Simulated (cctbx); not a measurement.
## Lattice, Laue class and space group of a new crystal

Cell: a = 4.9560 Å, b = 8.2770 Å, c = 3.9440 Å, α = 90.00°, β = 90.00°, γ = 90.00°. Expected content of the cell: Dy2 Co8 V2.

The data are simulated with cctbx, not measured: synchrotron X-rays, λ = 0.7749 Å, to d = 0.77 Å, 95 % of the full sphere, strongest reflection 40000 counts, noise from counting, a 2 % proportional error and a noise floor of 15 counts (s.d.); no absorption.

Tests on the unmerged data give:

```text
1384 reflections to d = 0.772 A
centring   violations  <I/sigma> of those
    A        313 of   693     11.4
    B        313 of   708     11.2
    C          0 of   705      0.0
    I        301 of   689     13.7
    R        418 of   914     13.3
    F        313 of  1053      7.5
Laue class    unique    Rint  (classes that these axes allow; Friedel mates merged)
C 1 2/m 1         199   0.017
C 2/m 1 1         207   0.016
C m m m           126   0.018
space group    extra absences  I>4sigma  <I/sigma>
C 2 2 2                 0          0         -  acentric
C m m 2                 0          0         -  acentric
C 2 m m                 0          0         -  acentric
C m 2 m                 0          0         -  acentric
C m m m                 0          0         -  centric
Wilson B = 1.49 A^2   <|E^2-1|> = 0.663 (0.968 centric, 0.736 acentric)   E^2>4: 0.8 %
shell (A)         n   <I/sigma>
 4.25 - 1.52     21     59.8
 1.52 - 1.22     16     73.9
 1.22 - 1.07     15     60.1
 1.07 - 0.97     14     53.8
 0.97 - 0.90     18     62.3
 0.90 - 0.85     12     56.8
 0.85 - 0.81     15     45.9
 0.81 - 0.77     15     47.5
```

**Question.** What are the lattice type, the Laue class and the likely space group?

The reflections that C centring forbids are absent (⟨I/σ⟩ near 0), so the lattice is C.

Rint stays low (0.016 to 0.018) up to C m m m, the highest class in these axes.

5 settings pass the absence test. No glide or screw absences show, which leaves C 2 2 2, C m m 2, C 2 m m, C m 2 m and C m m m.

⟨|E²−1|⟩ = 0.663 leans to a non-centrosymmetric structure, or to twinning, which lowers it. Here that hint misleads: the statistic assumes many like atoms on general positions, and few, heavy or special-position atoms break it. The Wilson B of 1.49 Å² means U ≈ 0.0189 Å².

The true group is Cmmm (no. 65), Laue class mmm, centrosymmetric. The tables only narrow the choice to the tied entries; cell content, site symmetry and trial solutions must settle it.

This is a model crystal, built by substitution and not relaxed, with assumed displacement parameters.

[Logs are printed without paths, hosts, clocks, repeated set-up lines and the standing remarks that a program may print on its own settings, such as how far it seeks lower states.]
